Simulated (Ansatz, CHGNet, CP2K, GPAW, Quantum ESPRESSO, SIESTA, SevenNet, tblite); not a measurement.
**Quantum ESPRESSO runs on H-capped Ge nanowire along [111] (48 atoms)**

Wanted: Quantum ESPRESSO inputs and outputs for H-capped Ge nanowire along [111] (48 atoms), checked against a plane-wave reference.

Program: Quantum ESPRESSO 7.5. Level of theory: the method is named at each step. Results are calculated unless marked as measured.

### 1. The structure

The cell holds 48 atoms: 22 Ge and 26 H. Cell: a = 15.499 Å, b = 18.815 Å, c = 9.800 Å, α = 90.0°, β = 90.0°, γ = 90.0°. It derives from Ge (diamond-structure). Square section of size parameter 3.53 Å cut from diamond-structure Ge (a = 5.658 Å) along [111], 1 period, broken bonds capped with H, 9 Å of vacuum. Then every atom was moved at random, 0.02 Å r.m.s. a Cartesian component (hydrogen 0.6 of that). Regions: wire, 22 atoms (22 Ge); hydrogen, 26 atoms (26 H). Vacuum lies along a and b. The structure's axis is c.

The yardstick, on the same geometry:

* method: Kohn-Sham DFT, PBE, PAW, plane waves (Ansatz 0.2.0); cutoff 420 eV, Γ point, fermi-dirac smearing of 0.05 eV; PAW set soft_2
* r.m.s. force component: 0.4385 eV/Å
* longest force: 1.669 eV/Å
* gap (highest filled to lowest empty level): 2.858 eV
* SCF cycles: 8
* time: 8.4 s on 8 threads of Arm Neoverse V2, shared host
* CPU time: 61 s

### 2. PBE, sssp-1.3.0-efficiency, 45/360 Ry

Method: Kohn-Sham DFT, PBE, SSSP efficiency 1.3.0 pseudopotentials, plane waves.

File pw.in:

```
&control
  calculation = 'scf'
  pseudo_dir = './pseudo'
  outdir = './tmp'
  disk_io = 'none'
  tprnfor = .true.
/
&system
  ibrav = 0
  nat = 48
  ntyp = 2
  ecutwfc = 45
  ecutrho = 360
  nosym = .true.
  occupations = 'smearing'
  smearing = 'fd'
  degauss = 0.003675
/
&electrons
  conv_thr = 2.4e-07
  electron_maxstep = 100
  mixing_beta = 0.4
  mixing_mode = 'local-TF'
  diagonalization = 'david'
/
ATOMIC_SPECIES
Ge 72.630 Ge.upf
H 1.008 H.upf
CELL_PARAMETERS angstrom
15.49929 0.00000 0.00000
0.00000 18.81460 0.00000
0.00000 0.00000 9.79994
ATOMIC_POSITIONS crystal
Ge 0.37203 0.31852 0.00367
Ge 0.36620 0.31374 0.24991
Ge 0.37323 0.43812 0.33735
Ge 0.37208 0.43662 0.58153
Ge 0.37111 0.68522 0.99782
Ge 0.36858 0.68461 0.24861
Ge 0.37089 0.55944 0.66709
Ge 0.36994 0.56161 0.91615
Ge 0.63073 0.31626 0.99798
Ge 0.62848 0.31452 0.25016
Ge 0.63037 0.44109 0.33315
Ge 0.62823 0.43963 0.58585
Ge 0.49598 0.37571 0.66570
Ge 0.49860 0.37928 0.91910
Ge 0.62822 0.68247 0.00164
Ge 0.62925 0.68257 0.25682
Ge 0.50250 0.49900 0.99846
Ge 0.50134 0.49918 0.25263
Ge 0.50184 0.62430 0.33681
Ge 0.50111 0.62064 0.58585
Ge 0.63027 0.56135 0.67137
Ge 0.62998 0.56204 0.91890
H 0.29227 0.35437 0.94756
H 0.37135 0.23842 0.94639
H 0.28987 0.27493 0.30334
H 0.44896 0.27829 0.30182
H 0.29192 0.47822 0.28012
H 0.28804 0.40184 0.63679
H 0.45074 0.72130 0.94729
H 0.28944 0.72380 0.94912
H 0.37039 0.75981 0.29879
H 0.28961 0.64685 0.30080
H 0.29009 0.59741 0.61617
H 0.28922 0.52381 0.96524
H 0.62959 0.23787 0.94787
H 0.71090 0.35536 0.94783
H 0.71064 0.27702 0.30365
H 0.54842 0.27741 0.30443
H 0.71189 0.47800 0.27775
H 0.70862 0.40057 0.63857
H 0.50175 0.30280 0.61270
H 0.54883 0.72316 0.95043
H 0.70774 0.72208 0.94838
H 0.70826 0.64261 0.30695
H 0.62748 0.75957 0.29941
H 0.50140 0.70083 0.63404
H 0.70986 0.60046 0.61017
H 0.70884 0.52236 0.97006
K_POINTS gamma
```

Run with:

```bash
$ OMP_NUM_THREADS=1 mpirun -np 4 pw.x -in pw.in > output.txt
```

The program printed:

```text
Program PWSCF
     gamma-point specific algorithms are used
     one sub-group per band group will be used
     scalapack distributed-memory algorithm (size of sub-group:  2*  2 procs)
     Parallelization info
     sticks:   dense  smooth     PW     G-vecs:    dense   smooth      PW
     Min        7461    3729    930               556110   196623   24548
     Max        7462    3730    932               556111   196626   24552
     Sum       29847   14919   3725              2224441   786501   98199
     bravais-lattice index     =            0
     lattice parameter (alat)  =      29.2894  a.u.
     unit-cell volume          =   19285.3183 (a.u.)^3
     number of atoms/cell      =           48
     number of atomic types    =            2
     number of electrons       =       334.00
     number of Kohn-Sham states=          200
     kinetic-energy cutoff     =      45.0000  Ry
     charge density cutoff     =     360.0000  Ry
     scf convergence threshold =      2.4E-07
     mixing beta               =       0.4000
     number of iterations used =            8  local-TF  mixing
     Exchange-correlation= PBE
                           (   1   4   3   4   0   0   0)
     crystal axes: (cart. coord. in units of alat)
               a(1) = (   1.000000   0.000000   0.000000 )
               a(2) = (   0.000000   1.213901   0.000000 )
               a(3) = (   0.000000   0.000000   0.632283 )
     reciprocal axes: (cart. coord. in units 2 pi/alat)
               b(1) = (  1.000000  0.000000  0.000000 )
               b(2) = (  0.000000  0.823791  0.000000 )
               b(3) = (  0.000000  0.000000  1.581570 )
     PseudoPot. # 1 for Ge:
     Pseudo is Ultrasoft + core correction, Zval = 14.0
     PseudoPot. # 2 for H :
     Pseudo is Ultrasoft, Zval =  1.0
     atomic species   valence    mass     pseudopotential
     Ge               14.00    72.63000     Ge( 1.00)
     H                 1.00     1.00800     H ( 1.00)
     No symmetry found
   Cartesian axes
     number of k points=     1  Fermi-Dirac smearing, width (Ry)=  0.0037
                       cart. coord. in units 2pi/alat
        k(    1) = (   0.0000000   0.0000000   0.0000000), wk =   2.0000000
     Dense  grid:  1112221 G-vectors     FFT dimensions: ( 180, 216, 120)
     Smooth grid:   393251 G-vectors     FFT dimensions: ( 125, 160,  80)
     Initial potential from superposition of free atoms
     starting charge     333.9805, renormalised to     334.0000
     negative rho (up, down):  2.202E-04 0.000E+00
     Starting wfcs are  224 randomized atomic wfcs
     Self-consistent Calculation
     iteration #  1     ecut=    45.00 Ry     beta= 0.40
     Threshold (ethr) on eigenvalues was too large:
     Diagonalizing with lowered threshold
     negative rho (up, down):  1.625E-07 0.000E+00
     total energy              =   -4730.44645284 Ry
     estimated scf accuracy    <       1.69460034 Ry
     iteration #  2     ecut=    45.00 Ry     beta= 0.40
     total energy              =   -4730.13383303 Ry
     estimated scf accuracy    <       0.83695687 Ry
     iteration #  3     ecut=    45.00 Ry     beta= 0.40
     total energy              =   -4730.17930130 Ry
     estimated scf accuracy    <       0.11272109 Ry
     iteration #  4     ecut=    45.00 Ry     beta= 0.40
     total energy              =   -4730.16970233 Ry
     estimated scf accuracy    <       0.04781746 Ry
     iteration #  5     ecut=    45.00 Ry     beta= 0.40
     negative rho (up, down):  8.472E-04 0.000E+00
     total energy              =   -4730.17139175 Ry
     estimated scf accuracy    <       0.02720964 Ry
     iteration #  6     ecut=    45.00 Ry     beta= 0.40
     negative rho (up, down):  6.848E-03 0.000E+00
     total energy              =   -4730.17111459 Ry
     estimated scf accuracy    <       0.00706161 Ry
[...]
negative rho (up, down):  2.601E-02 0.000E+00
[...]
negative rho (up, down):  2.464E-02 0.000E+00
[...]
total energy              =   -4730.17358948 Ry
[...]
iteration # 13     ecut=    45.00 Ry     beta= 0.40
[...]
total energy              =   -4730.17358625 Ry
     estimated scf accuracy    <       0.00000183 Ry
     iteration # 14     ecut=    45.00 Ry     beta= 0.40
     negative rho (up, down):  3.981E-04 0.000E+00
     total energy              =   -4730.17358631 Ry
     estimated scf accuracy    <       0.00000024 Ry
     iteration # 15     ecut=    45.00 Ry     beta= 0.40
     negative rho (up, down):  3.315E-04 0.000E+00
     End of self-consistent calculation
          k = 0.0000 0.0000 0.0000 ( 49100 PWs)   bands (ev):
   -26.5998 -26.5757 -26.5725 -26.5516 -26.5453 -26.5345 -26.5304 -26.5246
   -26.5149 -26.5084 -26.5059 -26.5025 -26.4938 -26.4812 -26.4775 -26.4749
   -26.4684 -26.4671 -26.4596 -26.4501 -26.4484 -26.4452 -26.4419 -26.4359
   -26.4297 -26.4272 -26.4243 -26.4234 -26.4190 -26.4141 -26.4118 -26.4066
   -26.4054 -26.4011 -26.3983 -26.3934 -26.3881 -26.3848 -26.3780 -26.3770
   -26.3736 -26.3688 -26.3675 -26.3647 -26.3618 -26.3603 -26.3544 -26.3521
[...]
0.7002   0.9278   0.9597   1.0422   1.1595   1.1858   1.3336   1.4005
     1.5267   1.5839   1.6936   1.7398   1.7616   1.8567   1.9630   2.0038
     2.0733   2.1133   2.2220   2.2553   2.3050   2.3978   2.4477   2.5386
     the Fermi energy is    -1.1996 ev
!    total energy              =   -4730.17358638 Ry
     estimated scf accuracy    <       0.00000007 Ry
     smearing contrib. (-TS)   =      -0.00000000 Ry
     internal energy E=F+TS    =   -4730.17358638 Ry
     The total energy is F=E-TS. E is the sum of the following terms:
     one-electron contribution =  -13579.61319487 Ry
     hartree contribution      =    6965.00521050 Ry
     xc contribution           =   -1300.51515738 Ry
     ewald contribution        =    3184.94955537 Ry
     convergence has been achieved in  15 iterations
     negative rho (up, down):  3.315E-04 0.000E+00
     Forces acting on atoms (cartesian axes, Ry/au):
     atom    1 type  1   force =     0.00592694   -0.04774875   -0.00662672
     atom    2 type  1   force =     0.02216274    0.03857226   -0.00471939
     atom    3 type  1   force =    -0.02001715   -0.01529260   -0.02535546
     atom    4 type  1   force =    -0.02343445    0.01856568    0.01152033
     atom    5 type  1   force =    -0.03942279   -0.02705583    0.02069305
     atom    6 type  1   force =     0.04036141   -0.02035631   -0.01846037
[...]
atom   46 type  2   force =    -0.00104471   -0.01312047   -0.00124731
     atom   47 type  2   force =    -0.00056474   -0.00056991    0.00352474
     atom   48 type  2   force =     0.01668013   -0.00754288    0.00838466
     Total force =     0.203178     Total SCF correction =     0.000975
     Message from routine punch:
     Nothing written, as per user request (disk_io='none')
```

The job ended after 2.5 min (4 MPI ranks of Arm Neoverse V2, shared host; peak memory 5.3 GiB; 9.9 min of CPU time).

Banners, paths, timers and routine set-up lines are dropped from the logs unmarked, and long logs keep their key lines alone; longer cuts are marked.

Compared with the plane-wave run:

- r.m.s. force component: 0.4353 eV/Å
- r.m.s. difference of force components: 6.708 meV/Å
- longest difference of force vectors: 18.93 meV/Å
- force difference over r.m.s. force: 1.53 %
- slope of forces against the reference's: 0.9926
- correlation of force components: 0.9999
- gap (highest filled to lowest empty level): 2.859 eV
- gap difference: 0.0009 eV

Length of the force difference by element (eV/Å):

| element | atoms | mean | most |
| --- | --- | --- | --- |
| Ge | 22 | 0.0065 | 0.013 |
| H | 26 | 0.014 | 0.019 |

Levels nearest the highest filled one (eV from it): -1.67, -1.61, -1.55, -1.39, -1.34, -1.27, -1.11, -0.88, -0.69, -0.65, -0.61, 0.00, 2.86, 2.96, 3.04, 3.13, 3.17, 3.23, 3.40, 3.42, 3.51, 3.53, 3.76, 3.79.

The surroundings of Ge13, which bears the longest force, nearest first, numbered as they follow in the input and with coordinates relative to it.

| atom | x | y | z | distance (Å) | bonds | Fx | Fy | Fz (eV/Å) |
| --- | --- | --- | --- | --- | --- | --- | --- | --- |
| Ge13 | 0.00 | 0.00 | 0.00 | 0.00 | 4 | 0.74 | 1.28 | 0.75 |
| H41 | 0.09 | -1.37 | -0.52 | 1.47 | 1 | 0.02 | -1.37 | -0.44 |
| Ge4 | -1.92 | 1.15 | -0.82 | 2.38 | 4 | -0.60 | 0.48 | 0.30 |
| Ge14 | 0.04 | 0.07 | 2.48 | 2.48 | 4 | 0.51 | -0.84 | -0.46 |
| Ge12 | 2.05 | 1.20 | -0.78 | 2.50 | 4 | -0.36 | 0.00 | -0.24 |
| H28 | -3.22 | 0.49 | -0.28 | 3.27 | 1 | 0.05 | -0.07 | -0.06 |
| H40 | 3.30 | 0.47 | -0.27 | 3.34 | 1 | 0.19 | -0.16 | 0.09 |
| Ge3 | -1.90 | 1.17 | -3.22 | 3.92 | 4 | -0.51 | -0.39 | -0.65 |
| Ge7 | -1.94 | 3.46 | 0.01 | 3.96 | 4 | 0.39 | -0.23 | 0.15 |

Forces lie 1.5 % from the reference's, at 9.8 times its CPU time (on 4 against 8 cores).

### 3. What came out

| Quantity | Value |
| --- | --- |
| force difference from the reference | QE PBE, sssp-1.3.0-efficiency, 45/360 Ry, 1.5 % |
| its CPU time | 9.9 min |

PBE on plane waves or a grid with other potentials, cutoffs or grids differs from the reference by 1.5 % (QE PBE, sssp-1.3.0-efficiency, 45/360 Ry) of the r.m.s. force; this holds the reference's own error, so differences of a few per cent don't tell which side is nearer the exact PBE result (QE's 45 Ry are 612 eV, against the reference's 420 eV). PBE gaps agree with the reference's 2.86 eV within 0.001 eV. These are spacings on the run's k-points, which needn't hold the band edges. The electronic-structure runs sample only Γ, in a cell whose periodic width is 10 Å.

[Also dropped from logs without a mark: logging warnings of Python, and SIESTA's first energy breakdown and zero terms.]

[Logs are printed without paths, hosts, clocks, repeated set-up lines and the standing remarks that a program may print on its own settings, such as how far it seeks lower states.]

[Hosts, paths, dates, database ids (printed as entryN), source tags and the programs' standing remarks are cut or masked in the printed files.]
